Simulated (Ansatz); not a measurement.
# Mo4H3: relaxing a made-up structure

This structure for Mo4H3 is made up. Its elements were placed in a known structure type with a cell scaled to their sizes. What cell does the guess relax to, and how far off was it?

Program: Ansatz 0.2.0. Level of theory: DFT, PBEsol, plane-wave PAW, files of the set soft_1, scalar-relativistic, no spin, cell and ions relaxed at zero pressure; PAW set soft_1, in the first sound run; inputs show where later runs differ. Results are calculated unless marked as measured.

**1. Set-up**

The structure is tetragonal, space group P-42m (No. 111). Conventional cell: a = 4.285 Å, b = 4.285 Å, c = 4.470 Å, α = 90.00°, β = 90.00°, γ = 90.00°. Nearest to Mo lie 3 H at 1.83 to 1.94 Å. H has 4 Mo at 1.94 Å nearest. H has 4 Mo at 1.83 Å nearest. H has 4 Mo at 1.89 Å nearest. Farther neighbours are not listed.

**2. Relaxing cell and atoms**

The guess takes its coordinates from another compound and its volume from a rule, so the cell and any free coordinates are relaxed together.

input.yaml

```yaml
crystal:
  lattice:
    - [4.285, 0.0, 0.0]
    - [0.0, 4.285, 0.0]
    - [0.0, 0.0, 4.47]
  atoms:
    - { symbol: Mo, position: [0.2447, 0.7553, 0.7384] }
    - { symbol: Mo, position: [0.7553, 0.2447, 0.7384] }
    - { symbol: Mo, position: [0.7553, 0.7553, 0.2616] }
    - { symbol: Mo, position: [0.2447, 0.2447, 0.2616] }
    - { symbol: H, position: [0.5, 0.5, 0.0] }
    - { symbol: H, position: [0.0, 0.0, 0.5] }
    - { symbol: H, position: [0.0, 0.0, 0.0] }
kpoints:
  mp_grid: { grid: [6, 6, 6] }
scf:
  occupations: { method: fermi_dirac, width: 0.05 }
hamiltonian:
  xc: pbesol
  pseudopotentials: { kind: paw, azcp: { folder: soft_1 }, xc_functional: pbe }
relax:
  f_tol: 0.015
  max_steps: 70
  cell: {}
output:
  forces: true
  stress: true
```

On the command line:

```bash
$ ansatz run input.yaml --threads 4 --pin off --max-ram 10240MiB --backend cpu --events-out ev --progress --plain --runs-dir out
```

Numbers of over 12 decimals in the logs are rounded to 6 here.

Output:

```text
Engine: ansatz 0.2.0, aarch64-unknown-linux-gnu
Pseudopotentials: kind: paw
Pseudopotential: Mo, paw, valence charge 14, recommended cutoff 420 eV (normal), soft_1/Mo.paw.azcp
Pseudopotential: H, paw, valence charge 1, recommended cutoff 420 eV (normal), soft_1/H.paw.azcp
Functional definition: PBEsol
  exchange = pbesol_x
  correlation = pbesol_c
Crystal: 7 atoms, lattice volume = 82.075 Å³
Basis set: ecut = 420 eV, 1615 PW (Γ), exchange–correlation on 60×60×60 points (8 copies of the dense FFT grid, shifted against one another)
Bands: 37, of which v1, the nominal top of the filled ones, is band 30 counted from 1 (29 counted from 0)
Symmetry: 8 space group operations
Space group: P-42m (ITA 111), of the structure as read, at distance tolerance 4.3e-5 Å
k-points: 40 of 216 (time reversal used)
Non-local potential: Mo, projectors of the file, l = 0: 3, l = 1: 2, l = 2: 2, l = 3: 1
Non-local potential: H, projectors of the file, l = 0: 2, l = 1: 1
PAW form: soft (Blöchl's): semilocal exchange-correlation on the pseudo side does not see the compensation charge
PAW frozen core: Mo, regenerated for the run's functional, and the local potential with it (the file was generated under x = pbe(κ = 0.804, μ = 0.219515), c = pbe(β = 0.066725))
PAW one-centre angular grid: Mo, 590 points (default); XC on 64 Gauss nodes
PAW one-centre angular grid: H, 110 points (default); XC on 64 Gauss nodes
Initial density: superposition of atomic densities (chi_scale 0.1, normalization cell, long waves kept (reshape's long-wave potential 0.00 eV rms))
Initial wavefunctions: pseudopotential atomic-orbital guess
Functional: x = pbesol(κ = 0.804, μ = 0.123457), c = pbesol(β = 0.046)
SCF iter   1: F=—  HF=-19639.488623 eV  |F-HF|=—  |Δ(HF+E_count)|=         —  Δρ=1.17e-1  dr2=1.32e1  ethr=3.10e-3  ⟨swp⟩=5.8  Hψ=5278  notcnv=0
preconditioner: auto → Kerker (q_TF=auto, 2.582 Å⁻¹)  [metal: Δε(μ)=0.038 eV  Ē_g=5.281 eV  σ=0.050 eV  W_gap=0.18  n_scr=26 (ndim 8)  ℏωp=21.3 eV  f_vac=0.000  D(μ)=3.79/eV (n_scr^D=28)]
SCF iter   2: F=—  HF=-19635.783118 eV  |F-HF|=—  |Δ(HF+E_count)|=    3.71e0  Δρ=5.88e-2  dr2=3.26e0  ethr=3.10e-3  ⟨swp⟩=2.1  Hψ=2989  notcnv=0  defer=23
SCF iter   3: F=—  HF=-19634.650961 eV  |F-HF|=—  |Δ(HF+E_count)|=    1.13e0  Δρ=9.03e-3  dr2=3.08e-2  ethr=3.10e-3  ⟨swp⟩=3.0  Hψ=3209  notcnv=0  defer=17
SCF iter   4: F=—  HF=-19634.653888 eV  |F-HF|=—  |Δ(HF+E_count)|=   2.93e-3  Δρ=1.45e-3  dr2=1.97e-3  ethr=5.23e-5  ⟨swp⟩=2.8  Hψ=2907  notcnv=0  defer=16
SCF iter   5: F=—  HF=-19634.653525 eV  |F-HF|=—  |Δ(HF+E_count)|=   3.63e-4  Δρ=3.58e-4  dr2=9.34e-5  ethr=3.33e-6  ⟨swp⟩=2.1  Hψ=2448  notcnv=0  defer=16
SCF iter   6: F=—  HF=-19634.653518 eV  |F-HF|=—  |Δ(HF+E_count)|=   6.92e-6  Δρ=3.92e-5  dr2=1.04e-6  ethr=1.58e-7  ⟨swp⟩=2.2  Hψ=2224  notcnv=0  defer=16
SCF iter   7: F=-19634.653518 eV  HF=-19634.653518 eV  |F-HF|=2.83e-8  |Δ(HF+E_count)|=   9.22e-8  Δρ=9.27e-6  dr2=6.83e-8  ethr=1.69e-10  ⟨swp⟩=4.3  Hψ=4664  notcnv=0
SCF 1 converged in 7 iterations: F = -19634.653518 eV  dr2 = 6.83e-8
  greatest PAW one-centre occupation: 0.999 electrons in one spin orbital (limit 2), on the Mo atom at site 3 (counted from 0), in its partial waves of l = 0
relax step   1: F+E_penalty+E_count = -19634.65351753 eV  Δ(F+E_penalty+E_count) = +0.000e0 eV  max|allowed force component| = 7.698e-1 eV/Å  Δτ_max = 0.0000 Å  P = -24.141 GPa  Ω = 82.075 Å³  (7 SCF iters, dr2 threshold 1.00e-7 eV, accepted)
Crystal: 7 atoms, lattice volume = 70.664 Å³
Basis set: ecut = 420 eV, 1383 PW (Γ), exchange–correlation on 60×60×60 points (8 copies of the dense FFT grid, shifted against one another)
Initial density: handed on by an earlier stage of this run
Initial wavefunctions: those handed on with the density
iter 1 solved again at ethr=3.43e-4 eV; its pass at ethr=3.10e-3 eV (dr2=2.02e-1 eV) is discarded
SCF iter   1: F=—  HF=-19635.876345 eV  |F-HF|=—  |Δ(HF+E_count)|=         —  Δρ=1.87e-2  dr2=2.02e-1  ethr=3.43e-4  ⟨swp⟩=1.1  Hψ=8253  notcnv=0
preconditioner: auto → Kerker (q_TF=auto, 2.647 Å⁻¹)  [metal: Δε(μ)=0.006 eV  Ē_g=5.212 eV  σ=0.050 eV  W_gap=0.03  n_scr=26 (ndim 8)  ℏωp=23.0 eV  f_vac=0.000  D(μ)=3.87/eV (n_scr^D=32)]
SCF iter   2: F=—  HF=-19635.837187 eV  |F-HF|=—  |Δ(HF+E_count)|=   3.92e-2  Δρ=1.08e-2  dr2=7.25e-2  ethr=3.43e-4  ⟨swp⟩=2.0  Hψ=2240  notcnv=0
SCF iter   3: F=—  HF=-19635.816962 eV  |F-HF|=—  |Δ(HF+E_count)|=   2.02e-2  Δρ=1.09e-3  dr2=9.53e-4  ethr=1.23e-4  ⟨swp⟩=2.0  Hψ=2345  notcnv=0
SCF iter   4: F=—  HF=-19635.816792 eV  |F-HF|=—  |Δ(HF+E_count)|=   1.71e-4  Δρ=2.18e-4  dr2=3.62e-5  ethr=1.62e-6  ⟨swp⟩=2.0  Hψ=2154  notcnv=0  defer=1
SCF iter   5: F=—  HF=-19635.816771 eV  |F-HF|=—  |Δ(HF+E_count)|=   2.05e-5  Δρ=3.34e-5  dr2=7.64e-7  ethr=6.13e-8  ⟨swp⟩=2.0  Hψ=1996  notcnv=0  defer=1
SCF iter   6: F=-19635.816771 eV  HF=-19635.816771 eV  |F-HF|=1.08e-8  |Δ(HF+E_count)|=   1.12e-7  Δρ=8.65e-6  dr2=3.70e-8  ethr=1.19e-9  ⟨swp⟩=4.0  Hψ=4564  notcnv=0
SCF 2 converged in 6 iterations: F = -19635.816771 eV  dr2 = 3.70e-8
relax step   2: F+E_penalty+E_count = -19635.81677103 eV  Δ(F+E_penalty+E_count) = -1.163e0 eV  max|allowed force component| = 9.020e-2 eV/Å  Δτ_max = 0.0787 Å  P = +2.246 GPa  Ω = 70.664 Å³  energy of the carried Pulay correction = +5.495e-3 eV  (6 SCF iters, dr2 threshold 7.00e-7 eV, accepted)
Crystal: 7 atoms, lattice volume = 71.375 Å³
Basis set: ecut = 420 eV, 1391 PW (Γ), exchange–correlation on 60×60×60 points (8 copies of the dense FFT grid, shifted against one another)
iter 1 solved again at ethr=1.94e-6 eV; its pass at ethr=3.10e-3 eV (dr2=1.15e-3 eV) is discarded
SCF iter   1: F=—  HF=-19635.822780 eV  |F-HF|=—  |Δ(HF+E_count)|=         —  Δρ=1.31e-3  dr2=1.17e-3  ethr=1.94e-6  ⟨swp⟩=2.0  Hψ=7800  notcnv=0
preconditioner: auto → Kerker (q_TF=auto, 2.643 Å⁻¹)  [metal: Δε(μ)=0.044 eV  Ē_g=5.091 eV  σ=0.050 eV  W_gap=0.22  n_scr=26 (ndim 8)  ℏωp=22.8 eV  f_vac=0.000  D(μ)=3.98/eV (n_scr^D=32)]
SCF iter   2: F=—  HF=-19635.822563 eV  |F-HF|=—  |Δ(HF+E_count)|=   2.17e-4  Δρ=7.51e-4  dr2=4.27e-4  ethr=1.94e-6  ⟨swp⟩=2.0  Hψ=1592  notcnv=0
SCF iter   3: F=—  HF=-19635.822439 eV  |F-HF|=—  |Δ(HF+E_count)|=   1.24e-4  Δρ=8.53e-5  dr2=6.47e-6  ethr=7.24e-7  ⟨swp⟩=2.0  Hψ=1996  notcnv=0
iter 4 did not close the SCF: its close was put off for the readings that it lacked (scf_convergence_deferred on its scf_iter line)
SCF iter   4: F=-19635.822438 eV  HF=-19635.822438 eV  |F-HF|=7.34e-8  |Δ(HF+E_count)|=   1.34e-6  Δρ=1.60e-5  dr2=1.49e-7  ethr=1.10e-8  ⟨swp⟩=2.0  Hψ=2005  notcnv=0
iter 5 did not close the SCF: its close was put off for the readings that it lacked (scf_convergence_deferred on its scf_iter line)
SCF iter   5: F=-19635.822438 eV  HF=-19635.822438 eV  |F-HF|=8.62e-10  |Δ(HF+E_count)|=   3.54e-8  Δρ=2.53e-6  dr2=3.39e-9  ethr=2.53e-10  ⟨swp⟩=2.0  Hψ=2004  notcnv=0
SCF iter   6: F=-19635.822438 eV  HF=-19635.822438 eV  |F-HF|=0.00e0  |Δ(HF+E_count)|=  2.44e-10  Δρ=4.54e-7  dr2=7.35e-11  ethr=5.74e-12  ⟨swp⟩=1.0  Hψ=3600  notcnv=0
SCF 3 converged in 6 iterations: F = -19635.822438 eV  dr2 = 7.35e-11
relax step   3: F+E_penalty+E_count = -19635.82243768 eV  Δ(F+E_penalty+E_count) = -5.667e-3 eV  max|allowed force component| = 4.343e-2 eV/Å  Δτ_max = 0.0036 Å  P = -0.271 GPa  Ω = 71.375 Å³  energy of the carried Pulay correction = +5.129e-3 eV  (6 SCF iters, dr2 threshold 7.00e-7 eV, accepted)
Crystal: 7 atoms, lattice volume = 71.306 Å³
iter 1 solved again at ethr=5.16e-7 eV; its pass at ethr=3.10e-3 eV (dr2=3.04e-4 eV) is discarded
SCF iter   1: F=—  HF=-19635.822947 eV  |F-HF|=—  |Δ(HF+E_count)|=         —  Δρ=5.66e-4  dr2=2.86e-4  ethr=5.16e-7  ⟨swp⟩=2.4  Hψ=6208  notcnv=0
preconditioner: auto → Kerker (q_TF=auto, 2.643 Å⁻¹)  [metal: Δε(μ)=0.026 eV  Ē_g=5.100 eV  σ=0.050 eV  W_gap=0.13  n_scr=26 (ndim 8)  ℏωp=22.8 eV  f_vac=0.000  D(μ)=3.96/eV (n_scr^D=32)]
SCF iter   2: F=—  HF=-19635.822901 eV  |F-HF|=—  |Δ(HF+E_count)|=   4.62e-5  Δρ=3.29e-4  dr2=1.11e-4  ethr=4.85e-7  ⟨swp⟩=2.0  Hψ=1538  notcnv=0
SCF iter   3: F=—  HF=-19635.822886 eV  |F-HF|=—  |Δ(HF+E_count)|=   1.51e-5  Δρ=3.87e-5  dr2=1.32e-6  ethr=1.88e-7  ⟨swp⟩=2.0  Hψ=2000  notcnv=0
iter 4 did not close the SCF: its close was put off for the readings that it lacked (scf_convergence_deferred on its scf_iter line)
SCF iter   4: F=-19635.822885 eV  HF=-19635.822886 eV  |F-HF|=9.19e-9  |Δ(HF+E_count)|=   2.88e-7  Δρ=8.26e-6  dr2=2.42e-8  ethr=2.25e-9  ⟨swp⟩=2.0  Hψ=2024  notcnv=0
iter 5 did not close the SCF: its close was put off for the readings that it lacked (scf_convergence_deferred on its scf_iter line)
SCF iter   5: F=-19635.822885 eV  HF=-19635.822885 eV  |F-HF|=2.33e-10  |Δ(HF+E_count)|=   5.40e-9  Δρ=1.16e-6  dr2=7.54e-10  ethr=4.10e-11  ⟨swp⟩=2.2  Hψ=2136  notcnv=0
SCF iter   6: F=-19635.822885 eV  HF=-19635.822885 eV  |F-HF|=0.00e0  |Δ(HF+E_count)|=  5.82e-11  Δρ=2.35e-7  dr2=1.91e-11  ethr=1.28e-12  ⟨swp⟩=1.1  Hψ=3748  notcnv=0
SCF 4 converged in 6 iterations: F = -19635.822885 eV  dr2 = 1.91e-11
relax step   4: F+E_penalty+E_count = -19635.82288550 eV  Δ(F+E_penalty+E_count) = -4.478e-4 eV  max|allowed force component| = 3.311e-3 eV/Å  Δτ_max = 0.0033 Å  P = -0.008 GPa  Ω = 71.306 Å³  energy of the carried Pulay correction = +5.164e-3 eV  (6 SCF iters, dr2 threshold 1.94e-7 eV, accepted)
Initial wavefunctions: pseudopotential atomic-orbital guess (no wavefunctions were taken with the density)
iter 1 solved again at ethr=2.40e-8 eV; its pass at ethr=3.10e-3 eV (dr2=1.42e-5 eV) is discarded
SCF iter   1: F=—  HF=-19635.818800 eV  |F-HF|=—  |Δ(HF+E_count)|=         —  Δρ=2.67e-4  dr2=5.86e-6  ethr=2.40e-8  ⟨swp⟩=3.7  Hψ=9504  notcnv=0
preconditioner: auto → Kerker (q_TF=auto, 2.643 Å⁻¹)  [metal: Δε(μ)=0.025 eV  Ē_g=5.100 eV  σ=0.050 eV  W_gap=0.13  n_scr=26 (ndim 8)  ℏωp=22.8 eV  f_vac=0.000  D(μ)=3.97/eV (n_scr^D=32)]
SCF iter   2: F=—  HF=-19635.818813 eV  |F-HF|=—  |Δ(HF+E_count)|=   1.30e-5  Δρ=1.43e-4  dr2=1.61e-6  ethr=9.94e-9  ⟨swp⟩=1.1  Hψ=1482  notcnv=0
SCF iter   3: F=—  HF=-19635.818826 eV  |F-HF|=—  |Δ(HF+E_count)|=   1.30e-5  Δρ=4.55e-6  dr2=3.68e-9  ethr=2.73e-9  ⟨swp⟩=2.1  Hψ=2295  notcnv=0
SCF iter   4: F=—  HF=-19635.818826 eV  |F-HF|=—  |Δ(HF+E_count)|=   3.53e-9  Δρ=6.11e-7  dr2=1.33e-10  ethr=6.23e-12  ⟨swp⟩=2.0  Hψ=2523  notcnv=0
iter 5 did not close the SCF: its close was put off for the readings that it lacked (scf_convergence_deferred on its scf_iter line)
SCF iter   5: F=-19635.818826 eV  HF=-19635.818826 eV  |F-HF|=0.00e0  |Δ(HF+E_count)|=  7.28e-12  Δρ=1.25e-7  dr2=8.11e-12  ethr=1.00e-12  ⟨swp⟩=1.0  Hψ=1480  notcnv=0
SCF iter   6: F=-19635.818826 eV  HF=-19635.818826 eV  |F-HF|=3.64e-12  |Δ(HF+E_count)|=  3.64e-12  Δρ=1.87e-8  dr2=1.90e-13  ethr=1.00e-12  ⟨swp⟩=2.0  Hψ=4303  notcnv=0
SCF 5 converged in 6 iterations: F = -19635.818826 eV  dr2 = 1.90e-13
  greatest PAW one-centre occupation: 0.999 electrons in one spin orbital (limit 2), on the Mo atom at site 1 (counted from 0), in its partial waves of l = 0
relax step   5: F+E_penalty+E_count = -19635.81882631 eV  Δ(F+E_penalty+E_count) = +4.059e-3 eV  max|allowed force component| = 3.336e-3 eV/Å  Δτ_max = 0.0000 Å  P = -0.043 GPa  Ω = 71.306 Å³  stress off target by 4.86e-2 GPa  SCF on the basis re-selected at this cell (its energy is not comparable with the rows above)  (6 SCF iters)
basis re-selected at this cell: Δ(F+E_penalty+E_count) = +4.059e-3 eV, ΔP = -0.035 GPa vs the last step (what re-selecting the basis moved, of the pressure what is left beyond the Pulay correction that the steps carried, after the strain that the cell walked since its last selection, with what the two solves' SCF thresholds leave and, on support functions, any second-order correction that the steps lacked; it is no m [...]
SCF converged after 6 iterations
Free energy (F): -19635.818826 eV
Harris-Foulkes:  -19635.818826 eV  (|F-HF|=3.64e-12)
Internal energy: -19635.786937 eV  (E = F + TS)
E sigma→0 (E₀):  -19635.802882 eV
Entropy (-TS):   -0.031889 eV (-4.556 meV/atom)
Fermi energy:    18.497597 eV
--- Per-component energies (eV) ---
  E_band       = -320.647972
  E_kinetic    = 1733.847293
  E_local      = -3397.363486  (includes V_loc(G=0)·N_el)
  E_nonlocal   = 603.042949
  E_hartree    = 1149.486084
  E_xc         = -728.789464
  E_vxc        = -913.393984  (∫ρ·V_xc dr)
  E_paw        = -12619.209134  (= ΣΔE_a)
  E_vpaw       = -645.750100  (= ΣTr[D̂ρ^β])
  E_aug_tail   = -0.002807  (compensation charges beyond the density's cutoff)
  E_ewald      = -6377.635572
  E_core_change = 0.837200  (= ΣΔE_core)
  E_smearing   = -0.031889  (= −TS)
  E_closure    = -0.000000  (closes the sum)
  Σ components = -19635.818826   (vs F -19635.818826, Δ=0.00e0)
--- Forces (eV/Å), atoms counted from 1 ---
  atom   1  Mo    -0.00333591     0.00333591     0.00173197
  atom   2  Mo     0.00333591    -0.00333591     0.00173197
  atom   3  Mo     0.00333591     0.00333591    -0.00173197
  atom   4  Mo    -0.00333591    -0.00333591    -0.00173197
  atom   5  H     -0.00000000    -0.00000000    -0.00000000
  atom   6  H      0.00000000     0.00000000     0.00000000
  atom   7  H     -0.00000000    -0.00000000    -0.00000000
  max |Σ_I F_I| component: 2.52e-17 eV/Å
--- Stress (GPa, compression-positive) ---
       -0.039799       0.000000      -0.000000
        0.000000      -0.039799       0.000000
       -0.000000       0.000000      -0.048643
  P = ⅓ Tr σ = -0.0427 GPa (-0.427 kbar)
--- Relaxed structure (4 steps of the walk, 4 accepted, 1 SCFs on fresh bases) ---
  F+E_penalty+E_count = -19635.81882631 eV   max|allowed force component| = 3.336e-3 eV/Å   (the final SCF, on the basis selected at the relaxed cell)
  cell:  # Å, volume = 71.3061 Å³
    - [4.094489, 0, 1.1053116981095647e-17]
    - [0, 4.094489, 0]
    - [1.1530322731738054e-17, 0, 4.253313]
  atoms:
    - { symbol: Mo, position: [0.258380, 0.741620, 0.738253] }
    - { symbol: Mo, position: [0.741620, 0.258380, 0.738253] }
    - { symbol: Mo, position: [0.741620, 0.741620, 0.261747] }
    - { symbol: Mo, position: [0.258380, 0.258380, 0.261747] }
    - { symbol: H, position: [0.5, 0.5, 0] }
    - { symbol: H, position: [-6.867758385472418e-19, -2.2772040962355933e-19, 0.500000] }
    - { symbol: H, position: [-6.867758385472446e-19, -2.277204096235596e-19, 0] }
```

It took 13 s on 4 threads of Arm Neoverse V1, shared host; peak memory 0.39 GiB.

The steps of the relaxation:

```
step  energy less that of the first step (eV)  largest force component (eV/Å)  pressure (GPa)  volume (Å³)
   1                                   0.0000                          0.7698          -24.14        82.07
   2                                  -1.1633                          0.0902            2.25        70.66
   3                                  -1.1689                          0.0434           -0.27        71.38
   4                                  -1.1694                          0.0033           -0.01        71.31
  5*                                  -1.1653                          0.0033           -0.04        71.31
```

Relaxation steps marked * repeat the geometry before them on a plane-wave basis chosen anew for their cell, so energy and pressure can jump there.

The run keeps the 8 symmetry operations that it works with, so distortions that break them were not tested.

```
conventional cell, symmetrised  before  after   change
                         a (Å)   4.285  4.094   -4.4 %
                         b (Å)   4.285  4.094   -4.4 %
                         c (Å)   4.470  4.253   -4.8 %
              volume (Å³/atom)   11.72  10.19  -13.1 %
```

The atoms that moved most (Å, as changes of fractional coordinates times the final cell):

```
atom      dx      dy      dz  length
 Mo4   0.056   0.056   0.001   0.079
 Mo1   0.056  -0.056  -0.001   0.079
 Mo2  -0.056   0.056  -0.001   0.079
 Mo3  -0.056  -0.056   0.001   0.079
```

Numbers from this step:

| Item | Value |
| --- | --- |
| free energy | -19635.8188 eV |
| energy at zero smearing | -19635.8029 eV |
| smearing term TS | 0.03189 eV |
| Fermi energy | 18.50 eV |
| electrons | 59 |
| symmetry operations | 8 |
| pressure | -0.04275 GPa |

The shortest distance of each pair, which need not be the same contact before and after:

```
 pair  guess (Å)  relaxed (Å)
 H–Mo      1.826        1.788
  H–H      2.235        2.127
Mo–Mo      2.966        2.798
```

The relaxation ends with a largest force component of 0.0033 eV/Å and a pressure of -0.04 GPa.

(Part 1 of 2 ends here.)

[Logs are printed without paths, hosts, clocks, repeated set-up lines and the standing remarks that a program may print on its own settings, such as how far it seeks lower states.]

[Hosts, paths, dates, database ids (printed as entryN), source tags and the programs' standing remarks are cut or masked in the printed files.]
